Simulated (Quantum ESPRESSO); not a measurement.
# Li: valence-band photoemission, part 2 of 10

Wanted: projected DOS of Li, weighted into photoemission and X-ray emission spectra, at several levels of theory.

Quantum ESPRESSO 7.5; DFT, PBE, plane waves, ultrasoft GBRV pseudopotentials, scalar-relativistic (the session's first sound run).

So far. Step 2 (The base run: self-consistent run): The run ends at a pressure of -0.81 GPa.

## 3. The base run: levels for the DOS

The levels for the density of states are solved on the fixed potential, without another SCF cycle.

Input file nscf.in:

```
&control
  calculation = 'nscf'
  prefix = 'pes'
  outdir = './tmp'
  pseudo_dir = './pp'
  verbosity = 'high'
/
&system
  ibrav = 0
  nat = 1
  ntyp = 1
  ecutwfc = 40.0
  ecutrho = 200.0
  occupations = 'smearing'
  nbnd = 10
  smearing = 'fd'
  degauss = 0.00367
/
&electrons
  conv_thr = 6e-09
  mixing_beta = 0.5
  electron_maxstep = 120
  diago_full_acc = .true.
/
ATOMIC_SPECIES
Li 6.9400 li_pbe_v1.4.uspp.F.UPF
CELL_PARAMETERS angstrom
 -1.754650000 1.754650000 1.754650000
 1.754650000 -1.754650000 1.754650000
 1.754650000 1.754650000 -1.754650000
ATOMIC_POSITIONS crystal
Li 0.000000000 0.000000000 0.000000000
K_POINTS automatic
24 24 24 0 0 0
```

The run is started by

```console
$ OMP_NUM_THREADS=1 mpirun -n 4 pw.x -nk 4 -in nscf.in > nscf.out
```

Output:

```text
[banner, memory and clock lines left out]
Program PWSCF v.7.5 starts

          URL

     Atomic positions and unit cell read from directory:
     ./tmp/pes.save/

     Message from routine setup:
     using ibrav=0 with symmetry is DISCOURAGED, use correct ibrav instead

     G-vector sticks info

     bravais-lattice index     =            0
     lattice parameter (alat)  =       5.7431  a.u.
     unit-cell volume          =     145.8237 (a.u.)^3
     number of atoms/cell      =            1
     number of atomic types    =            1
     number of electrons       =         3.00
     number of Kohn-Sham states=           10
     kinetic-energy cutoff     =      40.0000  Ry
     charge density cutoff     =     200.0000  Ry
     Exchange-correlation=  SLA  PW   PBX  PBC
                           (   1   4   3   4   0   0   0)

     celldm(1)=   5.743148  celldm(2)=   0.000000  celldm(3)=   0.000000
     celldm(4)=   0.000000  celldm(5)=   0.000000  celldm(6)=   0.000000

     crystal axes: (cart. coord. in units of alat)
               a(1) = (  -0.577350   0.577350   0.577350 )
               a(2) = (   0.577350  -0.577350   0.577350 )
               a(3) = (   0.577350   0.577350  -0.577350 )

     reciprocal axes: (cart. coord. in units 2 pi/alat)
               b(1) = ( -0.000000  0.866025  0.866025 )
               b(2) = (  0.866025 -0.000000  0.866025 )
               b(3) = (  0.866025  0.866025  0.000000 )

     PseudoPot. # 1 for Li read from file:
     ./pp/li_pbe_v1.4.uspp.F.UPF
     Pseudo is Ultrasoft, Zval =  3.0
     Generated by new atomic code, or converted to UPF format
     Using radial grid of  751 points,  5 beta functions with:
                l(1) =   0
                l(2) =   0
                l(3) =   0
                l(4) =   1
                l(5) =   1
     Q(r) pseudized with 10 coefficients,  rinner =    1.150   1.150   1.150

     atomic species   valence    mass     pseudopotential
     Li                3.00     6.94000     Li( 1.00)

     48 Sym. Ops., with inversion, found

                                    s                        frac. trans.

      isym =  1     identity

 cryst.   s( 1) = (     1          0          0      )
                  (     0          1          0      )
                  (     0          0          1      )

 cart.    s( 1) = (  1.0000000  0.0000000  0.0000000 )
                  (  0.0000000  1.0000000 -0.0000000 )
                  ( -0.0000000 -0.0000000  1.0000000 )

      isym =  2     180 deg rotation - cart. axis [0,0,1]

 cryst.   s( 2) = (     0          1          0      )
                  (     1          0          0      )
                  (    -1         -1         -1      )

 cart.    s( 2) = ( -1.0000000 -0.0000000  0.0000000 )
                  ( -0.0000000 -1.0000000 -0.0000000 )
                  (  0.0000000  0.0000000  1.0000000 )

      isym =  3     180 deg rotation - cart. axis [0,1,0]

 cryst.   s( 3) = (     0          0          1      )
                  (    -1         -1         -1      )
                  (     1          0          0      )

 cart.    s( 3) = ( -1.0000000  0.0000000 -0.0000000 )
                  ( -0.0000000  1.0000000  0.0000000 )
                  (  0.0000000 -0.0000000 -1.0000000 )

      isym =  4     180 deg rotation - cart. axis [1,0,0]

 cryst.   s( 4) = (    -1         -1         -1      )
                  (     0          0          1      )
                  (     0          1          0      )

 cart.    s( 4) = (  1.0000000 -0.0000000 -0.0000000 )
                  (  0.0000000 -1.0000000  0.0000000 )
                  ( -0.0000000  0.0000000 -1.0000000 )

      isym =  5     180 deg rotation - cart. axis [1,1,0]

 cryst.   s( 5) = (    -1          0          0      )
[...]
cart.    s( 5) = (  0.0000000  1.0000000 -0.0000000 )
[...]
isym =  6     180 deg rotation - cart. axis [1,-1,0]

 cryst.   s( 6) = (     0         -1          0      )
[...]
cart.    s( 6) = ( -0.0000000 -1.0000000 -0.0000000 )
[...]
isym =  7      90 deg rotation - cart. axis [0,0,-1]

 cryst.   s( 7) = (     1          1          1      )
[...]
cart.    s( 7) = ( -0.0000000  1.0000000  0.0000000 )
[...]
isym =  8      90 deg rotation - cart. axis [0,0,1]

 cryst.   s( 8) = (     0          0         -1      )
[...]
cart.    s( 8) = (  0.0000000 -1.0000000  0.0000000 )
[...]
isym =  9     180 deg rotation - cart. axis [1,0,1]

 cryst.   s( 9) = (    -1          0          0      )
[...]
cart.    s( 9) = (  0.0000000 -0.0000000  1.0000000 )
[...]
isym = 10     180 deg rotation - cart. axis [-1,0,1]

 cryst.   s(10) = (     0          0         -1      )
[...]
cart.    s(10) = (  0.0000000 -0.0000000 -1.0000000 )
[...]
isym = 11      90 deg rotation - cart. axis [0,1,0]

 cryst.   s(11) = (     1          1          1      )
[...]
cart.    s(11) = ( -0.0000000  0.0000000  1.0000000 )
[...]
isym = 12      90 deg rotation - cart. axis [0,-1,0]

 cryst.   s(12) = (     0         -1          0      )
[...]
cart.    s(12) = (  0.0000000  0.0000000 -1.0000000 )
[...]
isym = 13     180 deg rotation - cart. axis [0,1,1]

 cryst.   s(13) = (     1          1          1      )
[...]
cart.    s(13) = ( -1.0000000  0.0000000  0.0000000 )
[...]
isym = 14     180 deg rotation - cart. axis [0,1,-1]

 cryst.   s(14) = (    -1          0          0      )
[...]
cart.    s(14) = ( -1.0000000  0.0000000 -0.0000000 )
[...]
isym = 15      90 deg rotation - cart. axis [-1,0,0]

 cryst.   s(15) = (     0         -1          0      )
[...]
cart.    s(15) = (  1.0000000 -0.0000000  0.0000000 )
[...]
isym = 16      90 deg rotation - cart. axis [1,0,0]

 cryst.   s(16) = (     0          0         -1      )
[...]
cart.    s(16) = (  1.0000000  0.0000000 -0.0000000 )
[...]
isym = 17     120 deg rotation - cart. axis [-1,-1,-1]

 cryst.   s(17) = (     0          0          1      )
[...]
cart.    s(17) = ( -0.0000000  1.0000000  0.0000000 )
[...]
isym = 18     120 deg rotation - cart. axis [-1,1,1]

 cryst.   s(18) = (     1          0          0      )
[...]
Computing kpt #:    11  of   104 on this pool

     Computing kpt #:    12  of   104 on this pool

     Computing kpt #:    13  of   104 on this pool

     Computing kpt #:    14  of   104 on this pool

     Computing kpt #:    15  of   104 on this pool

     Computing kpt #:    16  of   104 on this pool

[...]
Computing kpt #:    97  of   104 on this pool

     Computing kpt #:    98  of   104 on this pool

     Computing kpt #:    99  of   104 on this pool

     Computing kpt #:   100  of   104 on this pool

     Computing kpt #:   101  of   104 on this pool

     Computing kpt #:   102  of   104 on this pool

     Computing kpt #:   103  of   104 on this pool

     Computing kpt #:   104  of   104 on this pool

     ethr =  2.00E-10,  avg # of iterations = 28.8

     End of band structure calculation

          k = 0.0000 0.0000 0.0000 (   627 PWs)   bands (ev):

   -45.8769  -2.7401  14.7001  14.7001  14.7001  19.3532  19.3532  19.3532
    20.2895  20.2895

     occupation numbers
     1.0000   1.0000   0.0000   0.0000   0.0000   0.0000   0.0000   0.0000
     0.0000   0.0000

          k = 0.0361 0.0361 0.0000 (   623 PWs)   bands (ev):

   -45.8766  -2.7079  14.4905  14.5323  14.6458  18.7351  18.8274  19.6035
    19.8157  19.8654

     occupation numbers
     1.0000   1.0000   0.0000   0.0000   0.0000   0.0000   0.0000   0.0000
     0.0000   0.0000

          k = 0.0722 0.0722 0.0000 (   621 PWs)   bands (ev):

   -45.8759  -2.6115  13.8485  14.1130  14.4861  17.8156  18.0201  19.4082
    20.0982  20.2700

     occupation numbers
     1.0000   1.0000   0.0000   0.0000   0.0000   0.0000   0.0000   0.0000
     0.0000   0.0000

          k = 0.1083 0.1083 0.0000 (   625 PWs)   bands (ev):

   -45.8747  -2.4507  12.8329  13.5825  14.2338  17.2379  17.2449  19.2005
    20.5383  21.2122

     occupation numbers
     1.0000   1.0000   0.0000   0.0000   0.0000   0.0000   0.0000   0.0000
     0.0000   0.0000

          k = 0.1443 0.1443 0.0000 (   625 PWs)   bands (ev):

   -45.8731  -2.2255  11.6121  13.0320  13.9158  16.5395  16.9300  19.1841
    21.1158  22.3385

     occupation numbers
     1.0000   1.0000   0.0000   0.0000   0.0000   0.0000   0.0000   0.0000
     0.0000   0.0000

          k = 0.1804 0.1804 0.0000 (   625 PWs)   bands (ev):

   -45.8713  -1.9361  10.3292  12.5082  13.5666  15.9127  16.7837  19.3340
    21.7971  23.6014

     occupation numbers
     1.0000   1.0000   0.0000   0.0000   0.0000   0.0000   0.0000   0.0000
     0.0000   0.0000

          k = 0.2165 0.2165 0.0000 (   623 PWs)   bands (ev):

   -45.8694  -1.5835
[... cut ...]
602   2.4196   3.5573   6.6253  10.8910  18.4929  19.2956  19.9419
    24.3957  26.3668

     occupation numbers
     1.0000   0.0000   0.0000   0.0000   0.0000   0.0000   0.0000   0.0000
     0.0000   0.0000

          k = 0.5774 0.2887 0.2887 (   610 PWs)   bands (ev):

   -45.8601   3.0048   3.0048   6.4873  10.8723  19.1299  19.1299  19.4669
    25.4318  25.4318

     occupation numbers
     1.0000   0.0000   0.0000   0.0000   0.0000   0.0000   0.0000   0.0000
[...]
k = 0.0722 0.0722 0.0722 (   624 PWs)   bands (ev):

[...]
occupation numbers
[...]
k = 0.1083 0.1083 0.0722 (   628 PWs)   bands (ev):

[...]
occupation numbers
[...]
k = 0.1443 0.1443 0.0722 (   622 PWs)   bands (ev):

[...]
occupation numbers
[...]
k = 0.1804 0.1804 0.0722 (   624 PWs)   bands (ev):

[...]
occupation numbers
[...]
k = 0.2165 0.2165 0.0722 (   624 PWs)   bands (ev):

[...]
occupation numbers
[...]
k = 0.2526 0.2526 0.0722 (   622 PWs)   bands (ev):

[...]
occupation numbers
[...]
k = 0.2887 0.2887 0.0722 (   622 PWs)   bands (ev):

[...]
occupation numbers
[...]
k = 0.3248 0.3248 0.0722 (   626 PWs)   bands (ev):

[...]
occupation numbers
[...]
k =-0.0000-0.0361 0.1083 (   623 PWs)   bands (ev):

[...]
k = 0.0000-0.0722 0.1443 (   629 PWs)   bands (ev):

[...]
k = 0.0361-0.0361 0.1443 (   629 PWs)   bands (ev):

[...]
k = 0.0000-0.1083 0.1804 (   627 PWs)   bands (ev):

[...]
k = 0.0361-0.0722 0.1804 (   627 PWs)   bands (ev):

[...]
k = 0.4330 0.2887 0.2165 (   618 PWs)   bands (ev):

[...]
k = 0.4691 0.3248 0.2165 (   618 PWs)   bands (ev):

[...]
k = 0.5052 0.3608 0.2165 (   616 PWs)   bands (ev):

[...]
k =-0.0000-0.1443 0.2165 (   625 PWs)   bands (ev):

[...]
k = 0.0361-0.1083 0.2165 (   625 PWs)   bands (ev):

[...]
k = 0.0722-0.0722 0.2165 (   625 PWs)   bands (ev):

[...]
k = 0.4330 0.2526 0.2526 (   621 PWs)   bands (ev):

[...]
k = 0.4691 0.2887 0.2526 (   618 PWs)   bands (ev):

[...]
k = 0.5052 0.3248 0.2526 (   619 PWs)   bands (ev):

[...]
k = 0.0000-0.1804 0.2526 (   625 PWs)   bands (ev):

[...]
k = 0.0361-0.1443 0.2526 (   625 PWs)   bands (ev):

[...]
k = 0.0722-0.1083 0.2526 (   623 PWs)   bands (ev):

[...]
k = 0.5052 0.2887 0.2887 (   621 PWs)   bands (ev):

[...]
k = 0.5413 0.3248 0.2887 (   619 PWs)   bands (ev):

[...]
k = 0.0000-0.2165 0.2887 (   623 PWs)   bands (ev):

[...]
k = 0.0361-0.1804 0.2887 (   620 PWs)   bands (ev):

[...]
k = 0.0722-0.1443 0.2887 (   622 PWs)   bands (ev):

[...]
k = 0.1083-0.1083 0.2887 (   620 PWs)   bands (ev):

[...]
k =-0.0000-0.2526 0.3248 (   625 PWs)   bands (ev):

[...]
k = 0.0361-0.2165 0.3248 (   624 PWs)   bands (ev):

[...]
occupation numbers
[...]
k = 0.0722-0.1804 0.3248 (   624 PWs)   bands (ev):

[...]
occupation numbers
[...]
k = 0.1083-0.1443 0.3248 (   621 PWs)   bands (ev):

[...]
occupation numbers
[...]
k =-0.0000-0.2887 0.3608 (   627 PWs)   bands (ev):

[...]
occupation numbers
[...]
k = 0.0361-0.2526 0.3608 (   626 PWs)   bands (ev):

   -45.8644  -0.3524   6.2208  10.4982  12.3274  15.2562  16.5378  20.4893
    24.4074  25.9719

     occupation numbers
     1.0000   1.0000   0.0000   0.0000   0.0000   0.0000   0.0000   0.0000
     0.0000   0.0000

          k = 0.0722-0.2165 0.3608 (   620 PWs)   bands (ev):

   -45.8647  -0.4969   6.7963   9.9613  12.3106  15.8378  16.6614  20.3083
    24.3587  25.2726

     occupation numbers
     1.0000   1.0000   0.0000   0.0000   0.0000   0.0000   0.0000   0.0000
     0.0000   0.0000

          k = 0.1083-0.1804 0.3608 (   624 PWs)   bands (ev):

   -45.8649  -0.5838   7.3581   9.3544  12.3592  15.8873  17.1365  20.4172
    23.9021  24.8553

     occupation numbers
     1.0000   1.0000   0.0000   0.0000   0.0000   0.0000   0.0000   0.0000
     0.0000   0.0000

          k = 0.1443-0.1443 0.3608 (   624 PWs)   bands (ev):

   -45.8650  -0.6128   7.6665   9.0217  12.3863  15.8636  17.3383  20.5775
    23.5058  24.8125

     occupation numbers
     1.0000   1.0000   0.0000   0.0000   0.0000   0.0000   0.0000   0.0000
     0.0000   0.0000

          k = 0.0000-0.3248 0.3969 (   624 PWs)   bands (ev):

   -45.8627   0.3779   4.7754  10.5669  12
```

The job ended after 7.7 s (4 MPI ranks of Intel Xeon 6975P-C (Granite Rapids), shared host).

This step gave:

* Fermi energy: 0.7537 eV

(Continued in part 3 of 10.)

[Logs are printed without paths, hosts, clocks, repeated set-up lines and the standing remarks that a program may print on its own settings, such as how far it seeks lower states.]

[Hosts, paths, dates, database ids (printed as entryN), source tags and the programs' standing remarks are cut or masked in the printed files.]

[Maps of the electrostatic potential energy from Ansatz leave out the sawtooth potential of an applied field or a dipole correction, so their vacuum need not be flat; work functions include it.]

[Peak lists hold at most the 14 tallest peaks of each spectrum; further lines can be left out.]
